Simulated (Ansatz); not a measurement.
# How Moissanite 6O SiC absorbs and reflects light

Aim: the dielectric function of Moissanite 6O SiC, and the optical constants that follow from it.

Program: Ansatz 0.2.0. Level of theory: DFT, PBE, plane-wave PAW, default files, scalar-relativistic, independent-particle optical response without local fields. Results are calculated unless marked as measured.

## Step 1: The structure

The structure is orthorhombic, space group Cmc2_1 (No. 36). Conventional cell: a = 3.078 Å, b = 5.335 Å, c = 15.122 Å, α = 90.00°, β = 90.00°, γ = 90.00°. Nearest to Si lie 4 C at 1.87 to 1.92 Å. Si has 4 C at 1.87 to 1.91 Å nearest. Nearest to C lie 4 Si at 1.87 to 1.91 Å. Nearest to C lie 4 Si at 1.87 to 1.92 Å. Nearest to C lie 4 Si at 1.87 to 1.92 Å. Farther neighbours are not listed.

## Step 2: Ground state and bands

First the ground state: is it a metal or has it a gap?

This step: DFT, PBE, plane-wave PAW, default files, scalar-relativistic, ground state (Ansatz 0.2.0).

input.yaml reads:

```yaml
crystal:
  lattice:
    - [1.5389, -2.6675, 0.0]
    - [1.5389, 2.6675, 0.0]
    - [0.0, 0.0, 15.1219]
  atoms:
    - { symbol: Si, position: [0.1643, 0.8357, 0.80876] }
    - { symbol: Si, position: [0.8357, 0.1643, 0.30876] }
    - { symbol: Si, position: [0.4993, 0.5007, 0.9759] }
    - { symbol: Si, position: [0.5007, 0.4993, 0.4759] }
    - { symbol: Si, position: [0.8327, 0.1673, 0.642] }
    - { symbol: Si, position: [0.1673, 0.8327, 0.142] }
    - { symbol: C, position: [0.171, 0.829, 0.6832] }
    - { symbol: C, position: [0.829, 0.171, 0.1832] }
    - { symbol: C, position: [0.84, 0.16, 0.5183] }
    - { symbol: C, position: [0.16, 0.84, 0.0183] }
    - { symbol: C, position: [0.504, 0.496, 0.8497] }
    - { symbol: C, position: [0.496, 0.504, 0.3497] }
kpoints:
  mp_grid: { grid: [8, 8, 2] }
  band_path:
    path:
      - [[0.0, 0.0, 0.0], [0.33320548, 0.33320548, 0.0], [0.0, 0.5, 0.0], [0.0, 0.5, 0.5], [0.33320548, 0.33320548, 0.5], [0.0, 0.0, 0.5], [0.0, 0.0, 0.0], [-0.5, 0.5, 0.0], [-0.33320548, 0.66679452, 0.0], [-0.33320548, 0.66679452, 0.5], [-0.5, 0.5, 0.5], [-0.5, 0.5, 0.0]]
      - [[0.0, 0.0, 0.5], [-0.5, 0.5, 0.5]]
    npoints: 5
scf:
  occupations: { method: fermi_dirac, width: 0.05 }
  n_extra_bands: 16
hamiltonian:
  xc: pbe
  pseudopotentials: { kind: paw }
output:
  forces: true
  stress: true
  populations: true
  write_bands: true
```

On the command line:

```console
ansatz run input.yaml --threads 4 --pin off --max-ram 8192MiB --backend cpu --events-out ev --progress --plain --runs-dir out
```

Numbers of over 12 decimals in the logs are rounded to 6 here.

Output:

```text
scf.n_extra_bands = 16 over 24 filled bands (N_el = 48.0): the run solves 40 bands
Engine: ansatz 0.2.0, aarch64-unknown-linux-gnu
Pseudopotentials: kind: paw
Pseudopotential: Si, paw, valence charge 4, recommended cutoff 420 eV (normal), Si.paw.azcp
Pseudopotential: C, paw, valence charge 4, recommended cutoff 420 eV (normal), C.paw.azcp
Functional definition: PBE
  parameter kappa = 0.804
  parameter beta = 0.066725
  exchange = pbe_x(kappa = kappa, mu = beta*pi^2/3)
  correlation = pbe_c(beta = beta)
Crystal: 12 atoms, lattice volume = 124.151 Å³
Basis set: ecut = 420 eV, 2415 PW (Γ), exchange–correlation on 48×48×216 points (8 copies of the dense FFT grid, shifted against one another)
Bands: 40, of which v1, the nominal top of the filled ones, is band 24 counted from 1 (23 counted from 0)
Symmetry: 4 space group operations
Space group: Cmc21 (ITA 36), of the structure as read, at distance tolerance 5.0e-5 Å
k-points: 42 of 128
Non-local potential: Si, projectors of the file, l = 0: 2, l = 1: 2, l = 2: 2
Non-local potential: C, projectors of the file, l = 0: 2, l = 1: 2, l = 2: 1
PAW form: soft (Blöchl's): semilocal exchange-correlation on the pseudo side does not see the compensation charge
PAW one-centre angular grid: Si, 110 points (default); XC on 64 Gauss nodes
PAW one-centre angular grid: C, 110 points (default); XC on 64 Gauss nodes
Initial density: superposition of atomic densities (neutral atoms: chi_scale 0, normalization atom), corrected by the library's trained network
Initial wavefunctions: pseudopotential atomic-orbital guess
Functional: x = pbe(κ = 0.804, μ = 0.219515), c = pbe(β = 0.066725)
SCF iter   1: F=—  HF=-5322.879662 eV  |F-HF|=—  |Δ(HF+E_count)|=         —  Δρ=2.64e-3  dr2=9.05e-3  ethr=1.77e-3  ⟨swp⟩=6.1  Hψ=8299  notcnv=0  defer=119
preconditioner: auto → none  [insulator: Δε(μ)=1.853 eV  Ē_g=12.659 eV  σ=0.050 eV  W_gap=1.00  n_scr=10 (ndim 8)  ℏωp=23.1 eV  f_vac=0.000  D(μ)=0.00/eV (n_scr^D=0)  ε∞_Penn≈4.3]
SCF iter   2: F=—  HF=-5322.879425 eV  |F-HF|=—  |Δ(HF+E_count)|=   2.37e-4  Δρ=7.60e-4  dr2=4.18e-4  ethr=1.88e-5  ⟨swp⟩=2.5  Hψ=2895  notcnv=0  defer=237
SCF iter   3: F=—  HF=-5322.879719 eV  |F-HF|=—  |Δ(HF+E_count)|=   2.94e-4  Δρ=2.57e-4  dr2=3.49e-5  ethr=8.70e-7  ⟨swp⟩=2.5  Hψ=2336  notcnv=0  defer=237
SCF iter   4: F=—  HF=-5322.879869 eV  |F-HF|=—  |Δ(HF+E_count)|=   1.50e-4  Δρ=2.52e-5  dr2=1.14e-6  ethr=7.27e-8  ⟨swp⟩=2.0  Hψ=2199  notcnv=0  defer=237
SCF iter   5: F=—  HF=-5322.879869 eV  |F-HF|=—  |Δ(HF+E_count)|=   3.90e-7  Δρ=9.23e-6  dr2=1.92e-7  ethr=2.38e-9  ⟨swp⟩=2.0  Hψ=1994  notcnv=0  defer=237
SCF iter   6: F=-5322.879869 eV  HF=-5322.879869 eV  |F-HF|=6.57e-9  |Δ(HF+E_count)|=   3.76e-8  Δρ=2.32e-6  dr2=4.43e-9  ethr=2.08e-10  ⟨swp⟩=10.6  Hψ=8018  notcnv=0
SCF 1 converged in 6 iterations: F = -5322.879869 eV  dr2 = 4.43e-9
  greatest PAW one-centre occupation: 0.646 electrons in one spin orbital (limit 2), on the C atom at site 9 (counted from 0), in its partial waves of l = 0
NSCF: frozen V_eff on 62 k-points
SCF converged after 6 iterations
Free energy (F): -5322.879869 eV
Harris-Foulkes:  -5322.879869 eV  (|F-HF|=6.57e-9)
Internal energy: -5322.879869 eV  (E = F + TS)
E sigma→0 (E₀):  -5322.879869 eV
Fermi energy:    10.558333 eV
--- Per-component energies (eV) ---
  E_band       = 172.106978
  E_kinetic    = 814.445569
  E_local      = -628.512087  (includes V_loc(G=0)·N_el)
  E_nonlocal   = 311.121066
  E_hartree    = 193.319714
  E_xc         = -633.089564
  E_vxc        = -656.312264  (∫ρ·V_xc dr)
  E_paw        = -3672.534802  (= ΣΔE_a)
  E_vpaw       = -55.274632  (= ΣTr[D̂ρ^β])
  E_aug_tail   = 0.000075  (compensation charges beyond the density's cutoff)
  E_ewald      = -1707.629840
  E_smearing   = -0.000000  (= −TS)
  E_closure    = -0.000000  (closes the sum)
  Σ components = -5322.879869   (vs F -5322.879869, Δ=0.00e0)
--- Forces (eV/Å), atoms counted from 1 ---
  atom   1  Si     0.00000000    -0.65237725    -0.21812993
  atom   2  Si     0.00000000     0.65237725    -0.21812993
  atom   3  Si     0.00000000     0.44711345    -0.10800741
  atom   4  Si     0.00000000    -0.44711345    -0.10800741
  atom   5  Si     0.00000000    -0.51168132     0.22550522
  atom   6  Si     0.00000000     0.51168132     0.22550522
  atom   7  C      0.00000000     0.52279386     0.21754602
  atom   8  C      0.00000000    -0.52279386     0.21754602
  atom   9  C      0.00000000     0.59751978    -0.41424545
  atom  10  C      0.00000000    -0.59751978    -0.41424545
  atom  11  C      0.00000000     0.61190913     0.29732669
  atom  12  C      0.00000000    -0.61190913     0.29732669
  max |Σ_I F_I| component: 9.70e-6 eV/Å
--- Stress (GPa, compression-positive) ---
        5.544124       0.000000       0.000000
        0.000000       1.681430       0.000000
        0.000000       0.000000       2.896319
  P = ⅓ Tr σ = 3.3740 GPa (33.740 kbar)
--- Band table (eV; the first three rows and the last of 42) ---
  k-point 0: bands = [... 20 lower, 9.3016, 9.4131, 9.5193, 9.6285, 14.7064, 14.8629, 15.3048, 15.7976, ... 12 higher]
  k-point 1: bands = [... 20 lower, 9.3166, 9.3166, 9.5361, 9.5361, 14.7699, 14.7699, 15.5288, 15.5288, ... 12 higher]
  k-point 2: bands = [... 20 lower, 9.0046, 9.0075, 9.3386, 9.4693, 14.7890, 15.1172, 15.2049, 15.7705, ... 12 higher]
  k-point 41: bands = [... 20 lower, 7.8229, 7.8229, 8.1397, 8.1397, 11.5807, 11.5807, 12.9206, 12.9206, ... 12 higher]
--- Löwdin populations: 12 sites ---
  site symbol       q [e]
     0     Si      2.9306
     1     Si      2.9306
     2     Si      2.9489
     3     Si      2.9489
     4     Si      2.9389
     5     Si      2.9389
     6      C      4.9784
     7      C      4.9784
     8      C      4.9813
     9      C      4.9813
    10      C      4.9890
    11      C      4.9890
  spilling = 0.009705 (of n_electrons = 48.000000)
```

Wall time 10 s (4 threads of Arm Neoverse V1, shared host); peak memory 0.55 GiB; 40 s of CPU time.

This step gave:

- free energy: -5322.8799 eV
- Fermi energy: 10.56 eV
- gap by band count: 1.878 eV
- electrons: 48
- symmetry operations: 4
- pressure: 3.374 GPa
- gap on the k-mesh: 1.878 eV
- volume: 124.2 Å³
- gap on the path: 1.878 eV
- least direct gap on the path: 3.120 eV

There is a gap, 1.88 eV on the path, so no carriers' term is needed. The cell is left with a pressure of 3.4 GPa and forces up to 0.73 eV/Å, as it stands unrelaxed at this level.

The electronic bands at the labelled points (eV, zero at the Fermi level; v1 is the highest filled band, c1 the lowest empty one):

```
          point     v4     v3     v2     v1    c1    c2    c3    c4
              Γ  -1.26  -1.15  -1.04  -0.93  4.15  4.30  4.75  5.24
0.60 of the way  -3.33  -2.96  -2.29  -2.04  3.29  3.51  3.68  3.93
              X  -4.19  -3.25  -3.15  -3.06  2.42  2.47  2.75  4.08
0.60 of the way  -3.20  -3.10  -2.90  -2.75  1.67  2.21  3.41  3.53
              S  -2.84  -2.81  -2.65  -2.09  1.03  1.18  2.19  2.85
0.40 of the way  -3.03  -2.72  -2.54  -2.12  1.02  1.15  2.24  2.70
              R  -2.76  -2.76  -2.29  -2.29  1.05  1.05  2.42  2.42
0.40 of the way  -3.46  -3.46  -2.59  -2.59  1.92  1.92  3.37  3.37
              A  -3.67  -3.67  -3.29  -3.29  2.63  2.63  3.33  3.33
0.40 of the way  -3.49  -3.49  -2.09  -2.09  3.26  3.26  3.86  3.86
              Z  -1.24  -1.24  -1.02  -1.02  4.21  4.21  4.97  4.97
0.40 of the way  -1.33  -1.18  -1.10  -0.96  4.17  4.26  4.84  5.12
              Γ  -1.26  -1.15  -1.04  -0.93  4.15  4.30  4.75  5.24
0.40 of the way  -2.05  -2.00  -1.51  -1.49  3.22  3.57  3.78  4.44
              Y  -2.94  -2.86  -2.64  -2.22  0.95  1.18  2.17  2.80
0.60 of the way  -3.52  -3.26  -3.18  -2.87  1.93  2.70  3.29  4.05
             X1  -4.19  -3.25  -3.15  -3.06  2.42  2.47  2.75  4.08
0.40 of the way  -4.08  -3.32  -3.20  -3.12  2.48  2.52  2.85  3.91
             A1  -3.67  -3.67  -3.29  -3.29  2.63  2.63  3.33  3.33
0.60 of the way  -3.53  -3.53  -2.62  -2.62  1.91  1.91  3.33  3.33
              T  -2.73  -2.73  -2.42  -2.42  1.02  1.02  2.36  2.36
0.40 of the way  -2.97  -2.63  -2.59  -2.29  0.96  1.11  2.25  2.54
              Y  -2.94  -2.86  -2.64  -2.22  0.95  1.18  2.17  2.80
      jump to Z  -1.24  -1.24  -1.02  -1.02  4.21  4.21  4.97  4.97
0.40 of the way  -1.84  -1.84  -1.64  -1.64  3.35  3.35  4.14  4.14
              T  -2.73  -2.73  -2.42  -2.42  1.02  1.02  2.36  2.36
```

(Part 1 of 2 ends here.)

[Logs are printed without paths, hosts, clocks, repeated set-up lines and the standing remarks that a program may print on its own settings, such as how far it seeks lower states.]

[Hosts, paths, dates, database ids (printed as entryN), source tags and the programs' standing remarks are cut or masked in the printed files.]
